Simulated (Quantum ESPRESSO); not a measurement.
# SiPb (Pm-3m): from the cell to the phonon bands

How does SiPb (Pm-3m) vibrate, and is this structure a minimum?

Program: Quantum ESPRESSO 7.5. Level of theory: DFT LDA, scalar-relativistic, plane waves, PseudoDojo norm-conserving pseudopotentials. Results are calculated unless marked as measured.

Report form: the programs' logs are mostly left out.

The structure was built from a prototype and need not be the compound's stable phase.

**1. Set-up**

Symmetry: Pm-3m, No. 221, cubic system. Conventional cell: a = 3.522 Å, b = 3.522 Å, c = 3.522 Å, α = 90.00°, β = 90.00°, γ = 90.00°. Nearest to Pb lie 8 Si at 3.05 Å. Si has 8 Pb at 3.05 Å nearest. Farther neighbours are not listed.

**2. A first look**

A cheap run with smearing and empty bands tells whether the crystal has a gap, which decides between fixed occupations and smearing later on.

File probe.in:

```
&CONTROL
  calculation = 'scf'
  prefix      = 'x'
  outdir      = './tmp'
  pseudo_dir  = './pseudo'
  tprnfor     = .true.
  tstress     = .true.
  verbosity   = 'high'
/
&SYSTEM
  ibrav       = 1
  celldm(1)   = 6.65619463
  nat         = 2
  ntyp        = 2
  ecutwfc     = 56.0
  occupations = 'smearing'
  smearing    = 'gaussian'
  degauss     = 0.01
/
&ELECTRONS
  conv_thr         = 1.0d-07
  mixing_beta      = 0.7
  electron_maxstep = 100
/
ATOMIC_SPECIES
 Pb    207.2000  Pb.upf
 Si     28.0850  Si.upf
ATOMIC_POSITIONS crystal
 Pb     0.000000000   0.000000000   0.000000000
 Si     0.500000000   0.500000000   0.500000000
K_POINTS automatic
 6 6 6 0 0 0
```

On the command line:

```sh
OMP_NUM_THREADS=1 mpirun -n 4 pw.x -nk 4 -in probe.in > probe.out
```

Elapsed: 2.4 s, on 4 MPI ranks of Intel Xeon Platinum 8488C (Sapphire Rapids), shared host.

This step gave:

| Item | Value |
| --- | --- |
| volume per atom | 21.85 Å³ |
| pressure | 1.931 GPa |
| gap on the k-mesh | 0 eV |

No gap opens on this mesh, so smearing is kept; the start stands at 1.9 GPa.

**3. Relaxing the cell and atoms**

The relaxation runs at a cutoff a fifth above that of the response, since stress converges more slowly with the basis than frequencies do. Forces and stress are brought to rest with tight thresholds.

File relax.in:

```
&CONTROL
  calculation   = 'vc-relax'
  prefix        = 'x'
  outdir        = './tmp'
  pseudo_dir    = './pseudo'
  tprnfor       = .true.
  tstress       = .true.
  forc_conv_thr = 2.0d-05
  etot_conv_thr = 1.0d-07
  nstep         = 40
/
&SYSTEM
  ibrav       = 1
  celldm(1)   = 6.65619463
  nat         = 2
  ntyp        = 2
  ecutwfc     = 67
  occupations = 'smearing'
  smearing    = 'mv'
  degauss     = 0.02
/
&ELECTRONS
  conv_thr         = 1.0d-11
  mixing_beta      = 0.7
  electron_maxstep = 100
/
&IONS
/
&CELL
  press_conv_thr = 0.2
/
ATOMIC_SPECIES
 Pb    207.2000  Pb.upf
 Si     28.0850  Si.upf
ATOMIC_POSITIONS crystal
 Pb     0.000000000   0.000000000   0.000000000
 Si     0.500000000   0.500000000   0.500000000
K_POINTS automatic
 10 10 10 0 0 0
```

On the command line:

```sh
OMP_NUM_THREADS=1 mpirun -n 4 pw.x -nk 4 -in relax.in > relax.out
```

It took 25 s on 4 MPI ranks; 99 s of CPU time.

The steps of the relaxation:

```
step  energy less that of the first step (eV)  largest force (eV/Å)  pressure (GPa)  volume (Å³)
   1                                   0.0000                0.0000            1.50        43.70
   2                                  -0.0026                0.0000            0.97        44.04
   3                                  -0.0042                0.0000            0.41        44.41
   4                                  -0.0046                0.0000            0.01        44.69
   5                                  -0.0046                0.0000            0.00        44.69
   6                                  -0.0046                0.0000            0.00        44.69
```

```
conventional cell, symmetrised  before  after  change
                         a (Å)   3.522  3.549  +0.8 %
                         b (Å)   3.522  3.549  +0.8 %
                         c (Å)   3.522  3.549  +0.8 %
              volume (Å³/atom)   21.85  22.35  +2.3 %
```

The relaxed structure:

```cif
data_structure
_symmetry_space_group_name_H-M 'P 1'
_symmetry_Int_Tables_number 1
_cell_length_a 3.5488
_cell_length_b 3.5488
_cell_length_c 3.5488
_cell_angle_alpha 90.000
_cell_angle_beta 90.000
_cell_angle_gamma 90.000
_cell_volume 44.69
loop_
_atom_site_label
_atom_site_type_symbol
_atom_site_fract_x
_atom_site_fract_y
_atom_site_fract_z
_atom_site_occupancy
Pb1 Pb 0.00000 0.00000 0.00000 1
Si2 Si 0.50000 0.50000 0.50000 1
```

The last row of the table of steps is pw.x's closing run on a basis chosen anew for the final cell, so its energy can jump.

This step gave:

| Property | Result |
| --- | --- |
| volume per atom | 22.35 Å³ |
| pressure | 0.001 GPa |

The volume changes by +2.3 % from the cell with which this run began.

**4. Ground state**

The response is built on this ground state, so it is converged far tighter than an energy would need. Smearing stays on, as the first look found no gap above 0.3 eV.

File scf.in:

```
&CONTROL
  calculation = 'scf'
  prefix      = 'x'
  outdir      = './tmp'
  pseudo_dir  = './pseudo'
  tprnfor     = .true.
  tstress     = .true.
/
&SYSTEM
  ibrav       = 1
  celldm(1)   = 6.70622296
  nat         = 2
  ntyp        = 2
  ecutwfc     = 56.0
  occupations = 'smearing'
  smearing    = 'mv'
  degauss     = 0.02
/
&ELECTRONS
  conv_thr         = 1.0d-12
  mixing_beta      = 0.7
  electron_maxstep = 100
/
ATOMIC_SPECIES
 Pb    207.2000  Pb.upf
 Si     28.0850  Si.upf
ATOMIC_POSITIONS crystal
 Pb     0.000000000   0.000000000   0.000000000
 Si     0.500000000   0.500000000   0.500000000
K_POINTS automatic
 10 10 10 0 0 0
```

On the command line:

```sh
OMP_NUM_THREADS=1 mpirun -n 4 pw.x -nk 4 -in scf.in > scf.out
```

Elapsed: 5.1 s, on 4 MPI ranks; 19 s of CPU time.

This step gave:

| Property | Result |
| --- | --- |
| pressure | -0.002 GPa |

The cell stands at -0.002 GPa, close enough for phonons.

**5. Linear response on the mesh**

Linear response treats each wavevector in the unit cell, with no supercell; the 2×2×2 mesh fixes the range of the force constants to be had.

File ph.in:

```
phonons
&INPUTPH
  prefix       = 'x'
  outdir       = './tmp'
  fildyn       = 'x.dyn'
  tr2_ph       = 1.0d-18
  alpha_mix(1) = 0.4
  nmix_ph      = 8
  ldisp        = .true.
  nq1          = 2
  nq2          = 2
  nq3          = 2
/
```

On the command line:

```sh
OMP_NUM_THREADS=1 mpirun -n 4 ph.x -nk 4 -in ph.in > ph.out
```

Wall time 5 min (4 MPI ranks); 20 min of CPU time.

Numbers from this step:

```
largest acoustic frequency at the zone centre before the sum rule  : -1.89 cm⁻¹
highest optical zone-centre mode (no LO-TO term)                   : 154.2 cm⁻¹
lowest optical zone-centre mode                                    : 154.2 cm⁻¹
lowest mode on the q mesh (acoustic ones at the zone centre apart) : -51.55 cm⁻¹
```

Frequencies (cm⁻¹) at each irreducible wavevector; negative means imaginary. Frequencies by wavevector:

| q (fractions) | star | mode 1 | mode 2 | mode 3 | mode 4 | mode 5 | mode 6 |
| --- | --- | --- | --- | --- | --- | --- | --- |
| 0 0 0 | 1 | -1.89 | -1.89 | -1.89 | 154.2 | 154.2 | 154.2 |
| 0 0 -0.5 | 3 | 47.64 | 47.64 | 83.78 | 121 | 121 | 121.4 |
| 0 -0.5 -0.5 | 3 | -51.55 | -51.55 | 25.12 | 58.68 | 100.2 | 100.2 |
| -0.5 -0.5 -0.5 | 1 | 77.51 | 77.51 | 77.51 | 90.22 | 90.22 | 90.22 |

The acoustic modes at Γ come out as far as 1.9 cm⁻¹ from zero, where they should vanish, a small numerical error.

**6. Fourier transform to real space**

The dynamical matrices of the mesh are Fourier-transformed to force constants in real space.

File q2r.in:

```
&INPUT
  fildyn = 'x.dyn'
  zasr   = 'crystal'
  flfrc  = 'x.fc'
/
```

On the command line:

```sh
q2r.x < q2r.in > q2r.out
```

It took 0.76 s on 1 thread.

**7. Interpolated phonon bands**

From the force constants any wavevector is cheap; points of the mesh come back as solved, but for the sum rule and, in polar crystals, the LO-TO term at Γ; the rest is interpolation.

File matdyn.in:

```
&INPUT
  asr              = 'crystal'
  flfrc            = 'x.fc'
  flfrq            = 'x.freq'
  flvec            = 'x.modes'
  q_in_band_form   = .true.
  q_in_cryst_coord = .true.
/
8
  0.0000000   0.0000000   0.0000000  12  ! GAMMA
  0.0000000   0.5000000   0.0000000  12  ! X
  0.5000000   0.5000000   0.0000000  12  ! M
  0.0000000   0.0000000   0.0000000  12  ! GAMMA
  0.5000000   0.5000000   0.5000000  12  ! R
  0.0000000   0.5000000   0.0000000   1  ! X
  0.5000000   0.5000000   0.5000000  12  ! R
  0.5000000   0.5000000   0.0000000   1  ! M
```

On the command line:

```sh
matdyn.x -in matdyn.in > matdyn.out
```

Elapsed: 0.7 s, on 1 thread.

Numbers from this step:

- lowest frequency on the path: -51.55 cm⁻¹

Matdyn.x, sum rule crystal. The phonon branches at the labelled points (cm⁻¹):

```
    point  branch 1  branch 2  branch 3  branch 4  branch 5  branch 6
        Γ         0         0         0       154       154       154
  halfway        28        28        54       140       140       141
        X        48        48        84       121       121       121
  halfway        34        38        52        95       105       108
        M       -52       -52        25        59       100       100
  halfway        23        29        65       115       121       130
        Γ         0         0         0       154       154       154
  halfway        35        35        59       103       113       113
        R        78        78        78        90        90        90
  halfway        22        45        59        84        99       104
        X        48        48        84       121       121       121
jump to R        78        78        78        90        90        90
  halfway        32        32        58        76        99        99
        M       -52       -52        25        59       100       100
```

Lowest modes at the softest wavevector of the mesh; phase exp(i q.(R + tau)). Modes at q = (0.000, 0.500, 0.500), with each element's share of the kinetic energy (negative means imaginary):

| mode | frequency (cm⁻¹) | Pb % | Si % |
| --- | --- | --- | --- |
| 1 | -51.5 | 38 | 62 |
| 2 | -51.5 | 38 | 62 |
| 3 | 25.1 | 100 | 0 |
| 4 | 58.7 | 0 | 100 |
| 5 | 100.3 | 62 | 38 |
| 6 | 100.3 | 62 | 38 |

Displacements in mode 2 (-51.5 cm⁻¹), the largest set to 1, in the home cell:
```
Pb1  0.00 -0.29  0.00
Si2  0.00  0.00 -1.00
```

Displacements in mode 5 (100.3 cm⁻¹), the largest set to 1, in the home cell:
```
Pb1  0.00  0.47  0.00
Si2  0.00  0.00 -1.00
```

Force constants by pair (phonopy on the run's constants); pairs near half the supercell's span include their periodic images. Pair force constants, by row:

```
atom  neighbour  distance (Å)  third of the trace (eV/Å²)  along the pair's line (eV/Å²)
 Pb1     itself             0                       2.991                              –
 Pb1         Si         3.073                     -0.2701                        -0.7034
 Pb1         Pb         3.549                     -0.2843                         -1.466
 Pb1         Pb         5.019                      0.1262                         0.1136
 Pb1         Pb         6.147                     -0.3554                        -0.3554
 Si2     itself             0                       1.045                              –
 Si2         Pb         3.073                     -0.2701                        -0.7034
 Si2         Si         3.549                      0.3205                         0.3399
 Si2         Si         5.019                      0.1521                         0.1405
 Si2         Si         6.147                     -0.3014                        -0.3014
```

Mode patterns, pair constants, displacements and means over the zone were worked out by phonopy from the force constants of q2r.x.

The path dips to 52i cm⁻¹.

**8. Sums over the zone**

Sums over the zone need many more wavevectors than were solved, so the interpolation is sampled on a dense mesh.

File matdyn.in:

```
&INPUT
  asr    = 'crystal'
  flfrc  = 'x.fc'
  dos    = .true.
  fldos  = 'x.dos'
  nk1    = 13
  nk2    = 13
  nk3    = 13
  deltaE = 0.3
/
```

On the command line:

```sh
matdyn.x -in matdyn.in > matdyn.out
```

The job ended after 4.1 s (1 thread).

This step gave:

```
share of modes beyond 3i cm⁻¹ on the dense interpolated mesh : 0.0352
```

The phonon density of states has structure finer than the step of the table below, so its rows give means over 5 cm⁻¹, whole bins alone (the curve runs from -49.6 to 154 cm⁻¹). Peaks (cm⁻¹: height): total 25.9: 0.0713, 99.2: 0.176; Pb 25.9: 0.0556, 65.5: 0.0397, 99.2: 0.0696; Si 99.2: 0.106.

Tetrahedra. The phonon density of states by wavenumber; means over each step; values in 1/cm⁻¹/cell:

```csv
wavenumber (cm⁻¹),total,Pb,Si
-45,0.00277,0.00114,0.00163
-40,0.00408,0.00178,0.00231
-35,0.00487,0.00221,0.00266
-30,0.00513,0.00242,0.00271
-25,0.00471,0.00235,0.00237
-20,0.00484,0.00252,0.00232
-15,0.00517,0.00279,0.00238
-10,0.00521,0.00289,0.00232
-5,0.00540,0.00308,0.00232
0,0.00593,0.00348,0.00244
5,0.00677,0.00416,0.00261
10,0.00902,0.00604,0.00298
15,0.0142,0.0103,0.00399
20,0.0248,0.0188,0.00602
25,0.0585,0.0456,0.0130
30,0.0636,0.0519,0.0117
35,0.0637,0.0534,0.0103
40,0.0611,0.0509,0.0102
45,0.0575,0.0476,0.00990
50,0.0337,0.0275,0.00612
55,0.0421,0.0341,0.00799
60,0.0429,0.0366,0.00629
65,0.0432,0.0364,0.00679
70,0.0250,0.0176,0.00745
75,0.0188,0.00894,0.00983
80,0.0200,0.00381,0.0162
85,0.0238,0.00189,0.0219
90,0.0193,0.00198,0.0173
95,0.0355,0.00876,0.0267
100,0.123,0.0455,0.0773
105,0.0734,0.0202,0.0532
110,0.0587,0.0120,0.0468
115,0.0526,0.00814,0.0445
120,0.0480,0.00596,0.0420
125,0.0358,0.00454,0.0312
130,0.0286,0.00364,0.0249
135,0.0235,0.00296,0.0206
140,0.0191,0.00236,0.0167
145,0.0146,0.00178,0.0128
150,0.00909,0.00109,0.00799
```

**9. Zone-centre analysis**

A rigid shift of the crystal must cost nothing, but grids and finite bases break this; the acoustic sum rule is imposed before the matrix is diagonalised again.

File dynmat.in:

```
&INPUT
  fildyn = 'x.dyn1'
  asr    = 'simple'
  fileig = 'dynmat.eig'
/
```

On the command line:

```sh
dynmat.x -in dynmat.in > dynmat.out
```

Elapsed: 0.73 s, on 1 thread.

Unit eigenvectors of the mass-weighted matrix after the sum rule; no LO-TO term. The modes at Γ (shares of kinetic energy by element, %):

| mode | frequency (cm⁻¹) | symmetry | Pb % | Si % |
| --- | --- | --- | --- | --- |
| 1 | 0.0 | acoustic | 88 | 12 |
| 2 | 0.0 | acoustic | 88 | 12 |
| 3 | 0.0 | acoustic | 88 | 12 |
| 4 | 154.2 | T1u | 12 | 88 |
| 5 | 154.2 | T1u | 12 | 88 |
| 6 | 154.2 | T1u | 12 | 88 |

Displacements in mode 5 (154.2 cm⁻¹), the largest set to 1:
```
Pb1  0.00  0.00 -0.14
Si2  0.00  0.00  1.00
```

The rule moves no optical mode by more than 0.1 cm⁻¹.

**10. Sum rules set otherwise (asr no)**

Without the rule the raw error of the acoustic modes shows.

File dynmat.in:

```
&INPUT
  fildyn = 'x.dyn1'
  asr    = 'no'
  fileig = 'dynmat.eig'
/
```

On the command line:

```sh
dynmat.x -in dynmat.in > dynmat.out
```

The job ended after 0.82 s (1 thread).

Zone-centre frequencies as printed; negative means imaginary. Modes:

```csv
mode,frequency (cm⁻¹)
1,-1.89
2,-1.89
3,-1.89
4,154.2
5,154.2
6,154.2
```

Against the first rule no mode moves by more than 1.9 cm⁻¹.

**11. Sum rules set otherwise: a sum rule for molecules or wires on a crystal**

This rule also removes rotations, which suits wires and not a crystal; it is tried to see the harm.

File dynmat.in:

```
&INPUT
  fildyn = 'x.dyn1'
  asr    = 'one-dim'
  fileig = 'dynmat.eig'
/
```

On the command line:

```sh
dynmat.x -in dynmat.in > dynmat.out
```

Wall time 0.72 s (1 thread).

The program raised no error, yet the settings are not those of a careful run.

The fault: a sum rule for molecules or wires on a crystal; 1 optical mode is projected out to zero frequency, as if it were a rotation.

For a crystal the rule has to be 'simple' or 'crystal'.

Zone-centre frequencies as printed; negative means imaginary. Modes:

```
mode  frequency (cm⁻¹)
   1                 0
   2                 0
   3                 0
   4                 0
   5             154.2
   6             154.2
```

**12. The dispersion under another sum rule (asr no)**

The sum rule corrects the force constants themselves, so it can shift branches at any wavevector, low ones most.

File matdyn.in:

```
&INPUT
  asr              = 'no'
  flfrc            = 'x.fc'
  flfrq            = 'x.freq'
  flvec            = 'x.modes'
  q_in_band_form   = .true.
  q_in_cryst_coord = .true.
/
8
  0.0000000   0.0000000   0.0000000   8  ! GAMMA
  0.0000000   0.5000000   0.0000000   8  ! X
  0.5000000   0.5000000   0.0000000   8  ! M
  0.0000000   0.0000000   0.0000000   8  ! GAMMA
  0.5000000   0.5000000   0.5000000   8  ! R
  0.0000000   0.5000000   0.0000000   1  ! X
  0.5000000   0.5000000   0.5000000   8  ! R
  0.5000000   0.5000000   0.0000000   1  ! M
```

On the command line:

```sh
matdyn.x -in matdyn.in > matdyn.out
```

Wall time 0.83 s (1 thread).

At the labelled points the branches move by no more than 2.0 cm⁻¹.

**13. Summary of results**

```json
{
  "space group after relaxation": "Pm-3m",
  "volume per atom": "22.3 Å³",
  "highest optical zone-centre mode (no LO-TO term)": "154.2 cm⁻¹",
  "q mesh": "2×2×2",
  "lowest mode on the q mesh (acoustic ones at the zone centre apart)": "-51.5 cm⁻¹",
  "imaginary modes on the q mesh": "yes"
}
```

What this shows: SiPb (Pm-3m) is unstable: a mode solved on the 2×2×2 mesh is imaginary, 52i cm⁻¹; its spectrum reaches 154 cm⁻¹. At the LDA level the optical modes of SiPb (Pm-3m) at the zone centre lie at 154 cm⁻¹. The most unstable solved mode lies at q = (0, -0.5, -0.5), on the zone boundary, so the distortion that it points to doubles the cell. These are harmonic frequencies at zero temperature: anharmonic shifts and linewidths and thermal expansion are left out. Spin-orbit coupling is left out, which can matter for the heavy elements here. In a metal the frequencies hang on the k mesh and the smearing, most of all near Kohn anomalies. The q mesh stands for a supercell only 7.1 Å across, so branches between the solved wavevectors are rough. The structure is a hypothetical one, built on a prototype.

[Host names and launcher messages were left out of these logs when they were recorded.]

[Logs are printed without paths, hosts, clocks, repeated set-up lines and the standing remarks that a program may print on its own settings, such as how far it seeks lower states.]

[Hosts, paths, dates, database ids (printed as entryN), source tags and the programs' standing remarks are cut or masked in the printed files.]
